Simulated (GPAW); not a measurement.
## MgS (Fm-3m): ε∞ against the local-field cutoff

The size of the dielectric matrix of MgS (Fm-3m) is raised step by step, on the same bands.

It takes space group Fm-3m (No. 225, cubic). Conventional cell: a = 5.203 Å, b = 5.203 Å, c = 5.203 Å, α = 90.00°, β = 90.00°, γ = 90.00°. S on site b has 6 Mg at 2.60 Å as nearest neighbours. Mg on site a is surrounded by 6 S at 2.60 Å.

Method: GPAW 26.7.0, PBE, RPA, k-mesh 12×12×12, Lorentzian half width 0.15 eV.

Launch of the response step: `OMP_NUM_THREADS=1 python df.py`. The series took 1.7 min in all, its band step included, on 1 thread of Arm Neoverse V1 (shared host).

```tsv
cutoff (eV)	time of the step (s)	ε∞
40	8	5.0438
60	8	5.0227
100	9	4.9795
150	18	?
```

The number of plane waves grows as cutoff^(3/2); a common extrapolation takes the result as linear in its inverse.

Working, on the rows shown:

| x = cutoff^(−3/2) (eV^−3/2) | y = ε∞ |
| --- | --- |
| 0.00395285 | 5.0438 |
| 0.00215166 | 5.0227 |
| 0.001 | 4.9795 |

Means: x̄ = 0.0023682, ȳ = 5.0153. Σ(x − x̄)(y − ȳ) = 9.254e-05, Σ(x − x̄)² = 4.430e-06. Slope = 9.254e-05 / 4.430e-06 = 20.89; intercept = ȳ − slope · x̄ = 4.9659. The line misses the rows shown by at most 0.012.

Problem. Fill in the last column of the withheld row.

Solution. At x = 0.00054433 the line gives y = 4.9772. The run gave 4.9737, so the extrapolation is off by 0.0035, 5 % of the range in the table. The law describes these rows poorly: it misses even the rows shown by over a tenth of the range.

Refitted with all rows, the slope is 21.59 and the intercept 4.9636. The line reaches 4.964 at infinite cutoff, 0.2 % from the last run, while the last two runs differ by 0.12 %. ε∞ moves in steps as shells of reciprocal vectors enter, so the limit is good only to about the larger of these. Excitons are left out; PBE gaps are as a rule too small. The values come from a sum over the points of one k-mesh and carry its error, which grows as the direct gap shrinks.

[Logs are printed without paths, hosts, clocks, repeated set-up lines and the standing remarks that a program may print on its own settings, such as how far it seeks lower states.]
